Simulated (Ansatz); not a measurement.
# Structural relaxation of glassy Na2Si4O9 (165 atoms), part 3 of 3

Aim: bring glassy Na2Si4O9 (165 atoms) to a nearby minimum of the energy and see what moves.

Ansatz 0.2.0; Kohn-Sham DFT, RPBE, PAW (set soft_2), plane waves.

The cell: 22 Na, 99 O and 44 Si. The quench rate of 20 K/ps far exceeds what a furnace or splat quench reaches. The network of bonds at the start is that of the classical potential that made the cell. The Brillouin zone is sampled at Γ only, in a cell whose shortest periodic width is 13 Å.

So far, density (g/cm³): step 4 (local order after relaxation) 2.38.

## 5. Single point at the relaxed geometry

One more single point at the end of the walk gives the fuller output and checks the residual forces.

The input, input.yaml:

```yaml
crystal:
  lattice:
    - [13.2385, 0.0, 0.0]
    - [0.0, 13.2385, 0.0]
    - [0.0, 0.0, 13.2385]
  atoms:
    - { symbol: Na, position: [0.64527, 0.01871, 0.78162] }
    - { symbol: Na, position: [0.03182, 0.94736, 0.00853] }
    - { symbol: Na, position: [0.603, 0.91791, 0.56323] }
    - { symbol: Na, position: [0.20746, 0.13008, 0.1225] }
    - { symbol: Na, position: [0.40122, 0.73389, 0.02223] }
    - { symbol: Na, position: [0.90024, 0.59587, 0.2937] }
    - { symbol: Na, position: [0.94296, 0.14568, 0.96059] }
    - { symbol: Na, position: [0.82402, 0.92103, 0.62125] }
    - { symbol: Na, position: [0.14959, 0.05128, 0.58221] }
    - { symbol: Na, position: [0.07227, 0.33118, 0.02572] }
    - { symbol: Na, position: [0.73233, 0.199, 0.91613] }
    - { symbol: Na, position: [0.0151, 0.8922, 0.4742] }
    - { symbol: Na, position: [0.79268, 0.65504, 0.5434] }
    - { symbol: Na, position: [0.48068, 0.77944, 0.81205] }
    - { symbol: Na, position: [0.45263, 0.01132, 0.15975] }
    - { symbol: Na, position: [0.8492, 0.89328, 0.89517] }
    - { symbol: Na, position: [0.20162, 0.9782, 0.29023] }
    - { symbol: Na, position: [0.83683, 0.38508, 0.0601] }
    - { symbol: Na, position: [0.16306, 0.09142, 0.85461] }
    - { symbol: Na, position: [0.90009, 0.1167, 0.71011] }
    - { symbol: Na, position: [0.46423, 0.97948, 0.92873] }
    - { symbol: Na, position: [0.19672, 0.61156, 0.88459] }
    - { symbol: O, position: [0.19483, 0.69836, 0.25088] }
    - { symbol: O, position: [0.50792, 0.94853, 0.70355] }
    - { symbol: O, position: [0.90647, 0.21024, 0.29586] }
    - { symbol: O, position: [0.8386, 0.98576, 0.16687] }
    - { symbol: O, position: [0.80733, 0.04354, 0.97103] }
    - { symbol: O, position: [0.19405, 0.75141, 0.8016] }
    - { symbol: O, position: [0.0042, 0.4333, 0.76271] }
    - { symbol: O, position: [0.65359, 0.70068, 0.68502] }
    - { symbol: O, position: [0.9983, 0.47527, 0.96266] }
    - { symbol: O, position: [0.38363, 0.63646, 0.88043] }
    [... 127 atom lines left out ...]
    - { symbol: Si, position: [0.69377, 0.14484, 0.55814] }
    - { symbol: Si, position: [0.39083, 0.97456, 0.706] }
    - { symbol: Si, position: [0.82634, 0.34204, 0.53275] }
    - { symbol: Si, position: [0.16281, 0.24767, 0.39173] }
    - { symbol: Si, position: [0.28646, 0.28026, 0.94491] }
    - { symbol: Si, position: [0.54291, 0.29714, 0.64239] }
kpoints:
  mp_grid: { grid: [1, 1, 1] }
hamiltonian:
  xc: rpbe
scf:
  occupations: { method: fixed }
output:
  forces: true
  stress: true
  populations: intrinsic
  dos:
    method: { smearing: { sigma: 0.08 } }
    de: 0.1
    projected: { site_lists: { Na: [Na], O: [O], Si: [Si] } }
  eigenvalues: true
  write_density: true
  write_potential: true
  volumetric_format: npy
```

Command:

```sh
$ ansatz run input.yaml --threads 4 --pin off --max-ram 8192MiB --backend cpu --events-out ev --progress --plain --runs-dir out
```

Numbers of over 12 decimals in the logs are rounded to 6 here.

Output:

```text
[...]
Crystal: 165 atoms, lattice volume = 2320.151 Å³
Basis set: ecut = 420 eV, 45385 PW (Γ), exchange–correlation on 180×180×180 points (8 copies of the dense FFT grid, shifted against one another)
Bands: 649, of which v1, the nominal top of the filled ones, is band 484 counted from 1 (483 counted from 0)
Symmetry: 1 space group operations
[...]
k-points: 1
[...]
SCF iter   1: F=—  HF=-117397.249991 eV  |F-HF|=—  |Δ(HF+E_count)|=         —  Δρ=3.79e-3  dr2=3.65e-1  ethr=1.77e-3  ⟨swp⟩=4.0  Hψ=2477  notcnv=0  defer=160
[...]
SCF iter   9: F=-117397.187533 eV  HF=-117397.187533 eV  |F-HF|=4.51e-8  |Δ(HF+E_count)|=   6.76e-7  Δρ=1.75e-6  dr2=7.00e-8  ethr=1.03e-11  ⟨swp⟩=19.0  Hψ=5844  notcnv=0
SCF 1 converged in 9 iterations: F = -117397.187533 eV  dr2 = 7.00e-8
[...]
WARN: The input density's exchange-correlation potential varies sharply where the density is thin. Do not read a vacuum level from v_tot or v_xc, or from such a field of the output density. On a cell that repeats whose density bears no net charge and no dipole along the vacuum's axis use v_es (v_loc + v_h of the components); [...]
SCF converged after 9 iterations
Free energy (F): -117397.187533 eV
[...]
Internal energy: -117397.187533 eV  (E = F + TS)
E sigma→0 (E₀):  -117397.187533 eV
Fermi energy:    3.506580 eV
[...]
--- Forces (eV/Å), atoms counted from 1 ---
  atom   1  Na    -0.00616573    -0.00139147    -0.00371919
  atom   2  Na    -0.00339304    -0.00351354    -0.00124146
  atom   3  Na    -0.00309728     0.00155672     0.01133683
  atom   4  Na     0.00045769     0.00120570    -0.00215696
  atom   5  Na     0.00088014    -0.00199005     0.00119624
  atom   6  Na    -0.00379371     0.00187340    -0.00158912
  atom   7  Na    -0.00065324     0.00109183    -0.00456832
  atom   8  Na     0.00009592     0.00095238     0.00209925
  atom   9  Na     0.00355465    -0.00136572     0.00429875
  atom  10  Na     0.00473453     0.00009176    -0.00403591
  atom  11  Na    -0.00071640     0.00126382    -0.00055573
  atom  12  Na     0.00098985    -0.00737712    -0.00470534
  atom  13  Na    -0.00454916    -0.00012736     0.01368921
  atom  14  Na     0.00235962     0.00188223    -0.00209400
[...]
atom 164  Si    -0.00449736    -0.00027232     0.00068088
  atom 165  Si     0.00150641     0.00427941     0.00355590
  max |Σ_I F_I| component: 1.23e-4 eV/Å
--- Stress (GPa, compression-positive) ---
        2.154365      -0.432448       0.467744
       -0.432448       1.625200       0.715143
        0.467745       0.715143       1.343647
  P = ⅓ Tr σ = 1.7077 GPa (17.077 kbar)
--- Band table (eV) ---
[...]
--- intrinsic populations: 165 sites ---
  site symbol       q [e]
     0     Na      8.2003
     1     Na      8.1931
     2     Na      8.1837
[...]
164     Si      2.2253
  spilling = -0.000000 (of n_electrons = 968.000000)
```

Elapsed: 23 s, on 4 threads of AMD EPYC 9R45, shared host; peak memory 3.8 GiB.

The program notes that the exchange-correlation potential is rough where the density is thin.

Numbers from this run:

| Item | Value |
| --- | --- |
| free energy | -117397.1875 eV |
| free energy per atom | -711.4981 eV/atom |
| SCF cycles | 9 |
| pressure | 1.708 GPa |
| r.m.s. force component | 0.00477 eV/Å |
| longest force | 0.02287 eV/Å |
| Fermi energy | 3.507 eV |
| gap (highest filled to lowest empty level) | 3.479 eV |

Intrinsic-atomic-orbital charges by element and coordination:

| element | coordination | atoms | mean charge (e) | spread | least | most |
| --- | --- | --- | --- | --- | --- | --- |
| Na | all | 22 | 0.811 | 0.0133 | 0.785 | 0.835 |
| Na | 4 | 9 | 0.807 | 0.0154 | 0.785 | 0.835 |
| Na | 5 | 10 | 0.814 | 0.0088 | 0.801 | 0.827 |
| Na | 6 | 3 | 0.816 | 0.0155 | 0.795 | 0.832 |
| O | all | 99 | -0.941 | 0.0732 | -1.11 | -0.873 |
| O | 2 | 42 | -0.898 | 0.0205 | -1.02 | -0.873 |
| O | 3 | 35 | -0.926 | 0.0519 | -1.11 | -0.883 |
| O | 4 | 20 | -1.04 | 0.064 | -1.10 | -0.909 |
| O | 5 | 1 | -1.10 | 0 | -1.10 | -1.10 |
| O | 6 | 1 | -1.11 | 0 | -1.11 | -1.11 |
| Si | all | 44 | 1.71 | 0.0589 | 1.56 | 1.79 |

States in the cell by windows of 1 eV, zero at the Fermi level; the larger projections on atomic orbitals stand beside the total:

| from (eV) | to (eV) | total | O p | Si p |
| --- | --- | --- | --- | --- |
| -14 | -12 | 0.0 | 0.0 | 0.0 |
| -12 | -11 | 0.1 | 0.0 | 0.0 |
| -11 | -10 | 12.2 | 8.0 | 0.5 |
| -10 | -9 | 21.6 | 14.5 | 1.5 |
| -9 | -8 | 24.7 | 17.2 | 2.5 |
| -8 | -7 | 42.8 | 31.9 | 7.4 |
| -7 | -6 | 45.3 | 35.0 | 8.6 |
| -6 | -5 | 25.7 | 20.5 | 3.4 |
| -5 | -4 | 88.8 | 75.7 | 6.9 |
| -4 | -3 | 114.5 | 102.9 | 5.1 |
| -3 | -2 | 113.5 | 106.8 | 2.5 |
| -2 | -1 | 63.4 | 59.6 | 1.6 |
| -1 | 0 | 40.4 | 38.3 | 1.1 |
| 0 | 1 | 0.9 | 0.8 | 0.0 |
| 1 | 3 | 0.0 | 0.0 | 0.0 |
| 3 | 4 | 2.0 | 0.0 | 0.0 |
| 4 | 5 | 9.6 | 0.9 | 1.1 |

The curve was stored every 0.10 eV, coarse against its broadening of 0.08 eV, so these counts are rough.

With fixed occupations the program's Fermi level is the highest filled level; weight inside the gap is the broadening of levels at its edges.

Between -26 and -14 eV lie 330 more states.

About 45 of the 968 electrons lie in deeper levels, below the stored range.

The levels nearest the highest filled one (over half full), pooled over k-points and spins:

| level less the highest filled one (eV) | occupation |
| --- | --- |
| -0.373 | 2 |
| -0.3 | 2 |
| -0.160 | 2 |
| -0.136 | 2 |
| -0.0436 | 2 |
| 0 | 2 |
| 3.48 | 0 |
| 4.58 | 0 |
| 4.64 | 0 |
| 4.77 | 0 |
| 4.86 | 0 |
| 5.00 | 0 |

Electrostatic potential energy in the bc plane at fractional x = 0.158, with atoms of Na and O and Si within 0.2 Å of it. With pseudopotentials it is smooth inside the atoms' cores, unlike the true potential.

Ten even steps from '0' (-44 eV) to '9' (9 eV), each cell a mean:
```
9999998436999999999999999999999998789
9988899778999999999998778999999985479
9842379999999999999986347999999987799
9710068999999999999988678998898767899
9875689999999999999999999984478667789
9999999999999999999999999998799886114
9999999999999999999999999999999996214
9999999876568999999999999999999999889
8768899740005646999986788778999999999
5003888740005545999830144114799999998
6214899876568999999974452002789999998
9888999755899999999999986346899999889
9999999866789999999999998778999996337
9999998521268999999998887568999997448
9999997300045348999986323689999999999
8999997632364127999983000489999999988
6899986788888777788986212579999999865
7899999999999987778998876447999999876
9999999999999975689999988558999999999
9999889999999820179999875347899999988
7998768999999842489999840004799999412
7998778999999998899999862015899998522
9999999999999999999999987678999988889
9999999878999999999999999999999988899
```
Columns run along b (13.2 Å; values clipped at the 3rd and 97th percentile), rows up along c (13.2 Å). Atoms in or near the plane, at fractional coordinates: Na at (0.05, 0.58), Na at (0.09, 0.85), O at (0.58, 0.59), O at (0.41, 0.17), O at (0.94, 0.74), O at (0.96, 0.12), Si at (0.68, 0.13), Si at (0.63, 0.34), Si at (0.27, 0.62), Si at (0.25, 0.39).

Valence density in the bc plane at fractional x = 0.158, with atoms of Na and O and Si within 0.2 Å of it. It is the smooth field of the valence electrons, not physical close to the nuclei.

Values in units of 1e0 e/Å³, 13 rows by 16 columns, each cell a mean:
```
0.1 0.1 0.4 2.3 0.6 0.1 0.0 0.0 0.0 0.1 0.1 0.0 0.0 0.2 1.4 0.7
0.5 7.9 1.1 0.1 0.1 0.0 0.0 0.0 0.0 1.5 1.0 0.2 0.3 0.2 0.8 0.4
0.3 2.5 0.3 0.0 0.0 0.0 0.0 0.0 0.0 0.0 0.1 1.0 1.7 0.4 0.8 1.3
0.3 0.0 0.0 0.1 0.1 0.1 0.1 0.0 0.0 0.0 0.0 0.2 0.2 0.1 1.7 3.7
0.8 0.6 0.1 0.3 0.2 0.8 1.5 0.2 0.4 1.4 0.3 0.1 0.2 0.1 0.1 0.2
5.8 4.5 0.1 0.5 0.5 0.5 0.9 0.2 0.9 3.6 0.8 0.3 0.5 0.2 0.1 0.1
0.2 0.1 0.1 1.3 0.9 0.1 0.0 0.0 0.1 0.2 0.4 0.7 0.2 0.1 1.2 1.7
0.1 0.0 0.1 0.3 0.3 1.0 0.7 0.1 0.1 0.2 0.8 1.1 0.1 0.1 0.9 1.3
0.2 0.1 0.6 0.7 0.3 2.1 1.8 0.2 0.2 0.3 0.3 0.3 0.0 0.0 0.0 0.5
0.3 0.1 0.4 0.3 0.1 0.2 0.4 0.3 0.1 0.2 0.9 1.9 0.2 0.0 0.0 0.9
0.2 0.1 0.1 0.0 0.0 0.3 4.0 1.7 0.1 0.1 0.4 0.6 0.1 0.0 0.2 1.0
0.7 0.3 0.6 0.0 0.0 0.1 1.1 0.5 0.2 0.3 0.3 0.3 0.3 0.1 0.9 4.3
0.1 0.0 0.2 0.7 0.2 0.1 0.1 0.0 0.1 0.2 0.1 0.2 0.2 0.1 0.3 0.3
```
Columns run along b (13.2 Å), rows up along c (13.2 Å). Atoms in or near the plane, at fractional coordinates: Na at (0.05, 0.58), Na at (0.09, 0.85), O at (0.58, 0.59), O at (0.41, 0.17), O at (0.94, 0.74), O at (0.96, 0.12), Si at (0.68, 0.13), Si at (0.63, 0.34), Si at (0.27, 0.62), Si at (0.25, 0.39).

Mean intrinsic-atomic-orbital charges: Na +0.81, O -0.94, Si +1.71 e.

A closer look about O68, whose charge lies farthest from its element's mean: 10 atoms, nearest first, numbered in the order of the input, with positions taken from that point.

| atom | x | y | z | distance (Å) | bonds | intrinsic-atomic-orbital charge (e) |
| --- | --- | --- | --- | --- | --- | --- |
| O68 | 0.00 | 0.00 | 0.00 | 0.00 | 6 | -1.11 |
| Si128 | 0.42 | -1.01 | -1.20 | 1.62 | 4 | 1.56 |
| Na19 | 2.22 | 0.91 | 0.24 | 2.41 | 4 | 0.82 |
| Na7 | -0.69 | 1.63 | 1.64 | 2.42 | 4 | 0.78 |
| Na20 | -1.26 | 1.25 | -1.67 | 2.44 | 5 | 0.81 |
| Na2 | 0.48 | -0.99 | 2.28 | 2.53 | 4 | 0.81 |
| O45 | -0.15 | -2.54 | -0.77 | 2.66 | 3 | -0.90 |
| O74 | 2.10 | -1.03 | -1.26 | 2.66 | 4 | -0.95 |
| Na16 | -1.93 | -1.71 | 0.78 | 2.70 | 6 | 0.80 |
| O101 | -0.08 | -0.59 | -2.68 | 2.75 | 5 | -1.10 |

The column of bonds counts only the pairs O-Si within 2.08 Å, O-Na within 2.98 Å; other neighbours, such as metal atoms beside each other in a compound, aren't counted, and periodic images can show an atom twice.

## 6. Outcome

| Item | Value |
| --- | --- |
| energy change in the relaxation | -95.97 meV/atom |
| r.m.s. displacement | 0.393 Å |
| largest displacement | 1.176 Å |
| free energy per atom | -711.4981 eV/atom |
| pressure | 1.708 GPa |
| r.m.s. force component | 0.00477 eV/Å |
| gap (highest filled to lowest empty level) | 3.479 eV |
| wall time of the 3 DFT runs | 4.9 min |

In words: Relaxation lowers the energy by 96.0 meV/atom and moves atoms by 0.39 Å r.m.s.; the r.m.s. force component goes from 1.4 to 0.0048 eV/Å, the pressure goes from 8.1 to 1.7 GPa, and the gap from 2.69 to 3.48 eV. By the final cutoffs 11 of 272 bonded pairs parted and 19 joined. First to last step the energy falls by 15.836 eV; the largest move, 1.18 Å, is that of Na12. The O-Na bonds go from 2.510 Å (spread 0.226) to 2.477 Å (spread 0.202), and their number from 96 to 104. Counting bonds as in the table, 45 % of Na atoms have 5, 42 % of O atoms have 2 and all Si atoms have 4 bonded neighbours. 78 % of the oxygens bridge two formers (Si) and 22 % are non-bridging. The highest filled and lowest empty levels differ by 3.48 eV (at Γ alone); a semilocal functional tends to put such gaps too low. In a disordered cell it changes from sample to sample, and tail or defect levels can set it.

Caveats: The starting topology of bonds comes from the classical model; in DFT 11 of its 272 bonded pairs passed out of the cutoffs and 19 came within them. The pressure of 1.7 GPa means that a free cell would grow at this level.

Calculation beside experiment:

| quantity | measured | this cell | difference | method of the measurement |
| --- | --- | --- | --- | --- |
| nearest Na–O distance | 2.425 Å | 2.34 Å | -3.5 % | neutron diffraction |
| nearest Si–Na distance | 3.8 Å | 3.47 Å | -8.7 % | Na K-edge XAFS |
| nearest Na–Na distance | 3.2 Å | 3.07 Å | -4.1 % | Na K-edge XAFS |

The cell differs from the measured distances by up to 8.7 %. Distances of this cell are positions of the first main peak of g(r), or bond means where the peak is narrow; means over all bonds within a cutoff lie farther out for broad shells. The network comes from the model that made the cell; in DFT 11 of its 272 bonded pairs passed out of the cutoffs and 19 came within them.

[Logs are printed without paths, hosts, clocks, repeated set-up lines and the standing remarks that a program may print on its own settings, such as how far it seeks lower states.]

[Hosts, paths, dates, database ids (printed as entryN), source tags and the programs' standing remarks are cut or masked in the printed files.]
